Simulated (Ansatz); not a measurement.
# Direct or indirect: LiH (Fm-3m)

```cif
data_structure
_symmetry_space_group_name_H-M 'Fm-3m'
_symmetry_Int_Tables_number 225
_cell_length_a 4.0735
_cell_length_b 4.0735
_cell_length_c 4.0735
_cell_angle_alpha 90.000
_cell_angle_beta 90.000
_cell_angle_gamma 90.000
_cell_volume 67.59
loop_
_atom_site_label
_atom_site_type_symbol
_atom_site_symmetry_multiplicity
_atom_site_Wyckoff_symbol
_atom_site_fract_x
_atom_site_fract_y
_atom_site_fract_z
_atom_site_occupancy
Li1 Li 4 a 0.00000 0.00000 0.00000 1
H1 H 4 b 0.50000 0.00000 0.00000 1
```

Method: Ansatz, PBE, independent particles, without spin-orbit coupling, line width 0.15 eV (Gaussian). The band structure gives a fundamental gap of 3.02 eV. The spectrum of vertical transitions near the edge:

| E (eV) | Im ε, E ∥ xyz |
| --- | --- |
| 2.52 | 0.00 |
| 2.64 | 0.00 |
| 2.76 | 0.01 |
| 2.88 | 0.15 |
| 3.00 | 0.77 |
| 3.12 | 1.93 |
| 3.24 | 2.89 |
| 3.36 | 3.43 |
| 3.48 | 3.73 |
| 3.60 | 3.92 |
| 3.72 | 4.03 |
| 3.84 | 4.08 |
| 3.96 | 4.11 |
| 4.08 | 4.12 |
| 4.20 | 4.12 |

Question: Is the gap direct or indirect, and about where do vertical transitions set in?

Answer: Direct: the band path has its least direct gap at the fundamental one, 3.02 eV, and the curves rise from there. Lines are broadened by 0.15 eV, which spreads the edge.

[Logs are printed without paths, hosts, clocks, repeated set-up lines and the standing remarks that a program may print on its own settings, such as how far it seeks lower states.]
